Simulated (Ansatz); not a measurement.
## V (Im-3m, 1 atom in the cell): from the cell to its phonons

How does V (Im-3m, 1 atom in the cell) vibrate, and is this structure a minimum?

Calculated with Ansatz 0.2.0; DFT PBE, scalar-relativistic, plane waves, norm-conserving pseudopotentials.

This is a report of a sequence of runs, with most program output left out.

**1. The starting structure**

The structure is cubic, space group Im-3m (No. 229). The conventional cell has a = 3.029 Å, b = 3.029 Å, c = 3.029 Å, α = 90.00°, β = 90.00°, γ = 90.00°. V has 8 V at 2.62 Å nearest.

Coordinates:

```cif
data_structure
_symmetry_space_group_name_H-M 'Im-3m'
_symmetry_Int_Tables_number 229
_cell_length_a 3.0287
_cell_length_b 3.0287
_cell_length_c 3.0287
_cell_angle_alpha 90.000
_cell_angle_beta 90.000
_cell_angle_gamma 90.000
_cell_volume 27.78
loop_
_atom_site_label
_atom_site_type_symbol
_atom_site_symmetry_multiplicity
_atom_site_Wyckoff_symbol
_atom_site_fract_x
_atom_site_fract_y
_atom_site_fract_z
_atom_site_occupancy
V1 V 2 a 0.00000 0.00000 0.00000 1
```

**2. Relaxation**

Harmonic phonons are second derivatives at a point where the forces vanish, and they are wanted at zero stress, so atoms and cell are relaxed first.

Input file input.yaml:

```yaml
crystal:
  lattice:
    - [-1.51435, 1.51435, 1.51435]
    - [1.51435, -1.51435, 1.51435]
    - [1.51435, 1.51435, -1.51435]
  atoms:
    - { symbol: V, position: [0.0, 0.0, 0.0] }
kpoints:
  mp_grid: { grid: [20, 20, 20] }
hamiltonian:
  xc: pbe
  pseudopotentials: { kind: nc }
scf:
  occupations: { method: gaussian, width: 0.1 }
output:
  forces: true
  stress: true
  eigenvalues: true
relax:
  adjacent_minimum: "off"
  f_tol: 0.005
  max_steps: 80
  cell: { stress_tol: 0.05 }
```

Started as:

```console
ansatz run input.yaml --threads 4 --pin off --max-ram 10240MiB --backend cpu --events-out ev --progress --plain --runs-dir out
```

Elapsed: 9.1 s, on 4 threads of Intel Xeon Platinum 8488C (Sapphire Rapids), shared host; peak memory 0.47 GiB.

This run has no spin polarisation, although V can carry a moment.

Relaxation path:

```csv
step,energy less that of the first step (eV),largest force component (eV/Å),pressure (GPa),volume (Å³)
1,0.0000,0.0000,-5.39,13.89
2,-0.0072,0.0000,0.99,13.39
3,-0.0074,0.0000,-0.04,13.47
4*,-0.0074,0.0000,-0.05,13.47
5,-0.0074,0.0000,0.00,13.46
6*,-0.0074,0.0000,0.00,13.46
```

Relaxation steps marked * repeat the geometry before them on a plane-wave basis chosen anew for their cell, so energy and pressure can jump there.

```csv
"conventional cell, symmetrised",before,after,change
a (Å),3.029,2.997,-1.0 %
b (Å),3.029,2.997,-1.0 %
c (Å),3.029,2.997,-1.0 %
volume (Å³/atom),13.89,13.46,-3.1 %
```

Final coordinates:

```xyz
1
Lattice="-1.4987 1.4987 1.4987 1.4987 -1.4987 1.4987 1.4987 1.4987 -1.4987" Properties=species:S:1:pos:R:3 pbc="T T T"
V     0.0000    0.0000    0.0000
```

Numbers from this step:

| Quantity | Value |
| --- | --- |
| pressure | -4.21e-4 GPa |
| volume per atom | 13.46 Å³ |
| gap on the k-mesh | 0 eV |

In this step the volume went from 13.89 to 13.46 Å³/atom.

**3. Relaxing to small forces for the phonons**

Phonons need a cell at rest on their own settings, so the relaxation is repeated with tight tolerances on forces and stress on the k mesh and occupations of the first response run.

input.yaml, the sections that differ from step 2:

```yaml
crystal:
  lattice:
    - [-1.4986858017, 1.4986858017, 1.4986858017]
    - [1.4986858017, -1.4986858017, 1.4986858017]
    - [1.4986858017, 1.4986858017, -1.4986858017]
  atoms:
    - { symbol: V, position: [0.0, 0.0, 0.0] }
scf:
  occupations: { method: methfessel_paxton, width: 0.2 }
relax:
  adjacent_minimum: "off"
  f_tol: 0.001
  max_steps: 60
  cell: { stress_tol: 0.01 }
# kpoints, hamiltonian, output: as in step 2
```

The job ended after 4.4 s (4 threads; peak memory 0.5 GiB).

Little changed from the start: no atom moved by 0.005 Å and no cell edge by 0.1 %.

This step gave:

| Property | Result |
| --- | --- |
| pressure | 0.004796 GPa |

The forces vanish by symmetry and the pressure is 0.005 GPa, within the tolerances set. The cell now holds 13.46 Å³/atom.

**4. Phonons on a q mesh**

Stability and thermal properties need the whole zone. Linear response on a 4×4×4 q mesh gives force constants as far as a supercell of that size would.

input.yaml, the sections that differ from step 3:

```yaml
crystal:
  lattice:
    - [-1.4985150194, 1.4985150194, 1.4985150194]
    - [1.4985150194, -1.4985150194, 1.4985150194]
    - [1.4985150194, 1.4985150194, -1.4985150194]
  atoms:
    - { symbol: V, position: [0.0, 0.0, 0.0] }
output:
  eigenvalues: true
phonons:
  method: dfpt
  qmesh: [4, 4, 4]
  temperatures: { t_max: 1000, t_step: 50 }
  qpath:
    path:
      - [[0.0, 0.0, 0.0], [0.5, -0.5, 0.5], [0.0, 0.0, 0.5], [0.0, 0.0, 0.0], [0.25, 0.25, 0.25], [0.5, -0.5, 0.5]]
      - [[0.25, 0.25, 0.25], [0.0, 0.0, 0.5]]
    npoints: 10
# kpoints, hamiltonian, scf: as in step 3
# relax: removed
```

It took 5.6 min on 4 threads; peak memory 6.8 GiB.

This step gave:

- sum-rule residual before enforcement: 0.001395 eV/Å²
- lowest frequency on the path: -17.47 cm⁻¹
- highest frequency on the path or at a solved wavevector: 259.9 cm⁻¹
- lowest mode on the q mesh (acoustic modes at Γ apart): 107.3 cm⁻¹

Frequencies (cm⁻¹) solved at each irreducible wavevector; negative means imaginary. Frequencies by wavevector, by row:

```csv
q in reciprocal lattice units,star,mode 1,mode 2,mode 3
0 0 0,1,0,0,0
0 0 0.25,12,107.3,116.6,172
0 0 -0.5,6,174.2,184.1,235.3
0 0.25 0.25,24,146,165.3,228.8
0.25 0.25 0.25,2,204.4,204.4,204.4
0.25 0.25 -0.25,6,152.2,152.2,245.2
0.25 -0.5 -0.5,12,174.4,211,244.1
-0.5 -0.5 -0.5,1,259.9,259.9,259.9
```

Interpolated from a 4×4×4 q mesh. The phonon branches at the labelled points (cm⁻¹):

```csv
point,branch 1,branch 2,branch 3
Γ,0,0,0
halfway,152,152,245
H,260,260,260
halfway,174,211,244
N,174,184,235
halfway,107,117,172
Γ,0,0,0
halfway,95,95,218
P,204,204,204
halfway,173,206,206
H,260,260,260
jump to P,204,204,204
halfway,171,199,211
N,174,184,235
```

Tetrahedra on a 32×32×32 mesh, mean over bins of 5 cm-1. Interpolated from a 4×4×4 q mesh. The phonon density of states by wavenumber; read off at these points:

```csv
wavenumber (cm⁻¹),phonon density of states (1/cm⁻¹/cell)
-22,2.0e-5
-12,3.8e-4
-8,4.4e-4
2,4.7e-4
8,5.2e-4
18,8.0e-4
22,9.7e-4
32,0.00143
38,0.00169
48,0.00221
52,0.00251
62,0.00305
68,0.00336
78,0.004
88,0.0047
92,0.00507
102,0.00596
108,0.00642
118,0.00756
122,0.00822
132,0.00979
138,0.0108
148,0.0135
152,0.0157
162,0.0271
168,0.0324
172,0.0229
178,0.0173
188,0.0228
192,0.0263
202,0.0184
208,0.0198
218,0.0301
222,0.0445
232,0.0259
238,0.0151
248,0.0052
252,0.00369
262,0
```

Second derivatives of the energy by pair, one row for each kind of neighbour of each atom listed. Each entry sums the pair over the periodic images of the supercell that the q mesh stands for, and in a polar crystal it holds the long-range dipole part too. Force constants by pair, by row:

```csv
atom,neighbour,distance (Å),third of the trace (eV/Å²),along the pair's line (eV/Å²)
V1,itself,0,6.345,–
V1,V,2.596,-0.6648,-1.271
V1,V,2.997,-0.1222,-0.3243
V1,V,4.238,0.0011,-0.4395
V1,V,4.97,-0.042,-0.2903
V1,V,5.191,0.0304,0.3974
V1,V,5.994,0.2391,0.8047
V1,V,6.702,-0.0228,-0.0204
```

Symmetry leaves 8 wavevectors to solve. The lowest mode among them, the acoustic zeros apart, lies at q = (0, 0, 0.25) and is real, 107 cm⁻¹. Between them the interpolated path dips to 17i cm⁻¹.

**5. Summary of results**

```json
{
 "space group after relaxation (within 0.01 Å)": "Im-3m",
 "volume per atom": "13.5 Å³",
 "electronic character": "no gap on this mesh",
 "lowest mode on the q mesh (acoustic modes at Γ apart)": "107 cm⁻¹",
 "highest frequency on the path or at a solved wavevector": "260 cm⁻¹",
 "imaginary modes on the 4×4×4 q mesh": "none"
}
```

No mode is imaginary at the 8 irreducible wavevectors solved, but between them the interpolated path dips to 17.5i cm⁻¹, so stability is not settled. The interpolated path dips to 17i cm⁻¹ between the solved wavevectors, which may come from the interpolation; a denser q mesh would tell. With no gap, or one that is small against the smearing, the frequencies hang on the k mesh and the smearing, most of all near Kohn anomalies. The phonon runs are without spin polarisation, although the cell has an odd electron count. These are harmonic frequencies at zero temperature: anharmonic shifts, linewidths and thermal expansion are left out.

[Logs are printed without paths, hosts, clocks, repeated set-up lines and the standing remarks that a program may print on its own settings, such as how far it seeks lower states.]

[Hosts, paths, dates, database ids (printed as entryN), source tags and the programs' standing remarks are cut or masked in the printed files.]
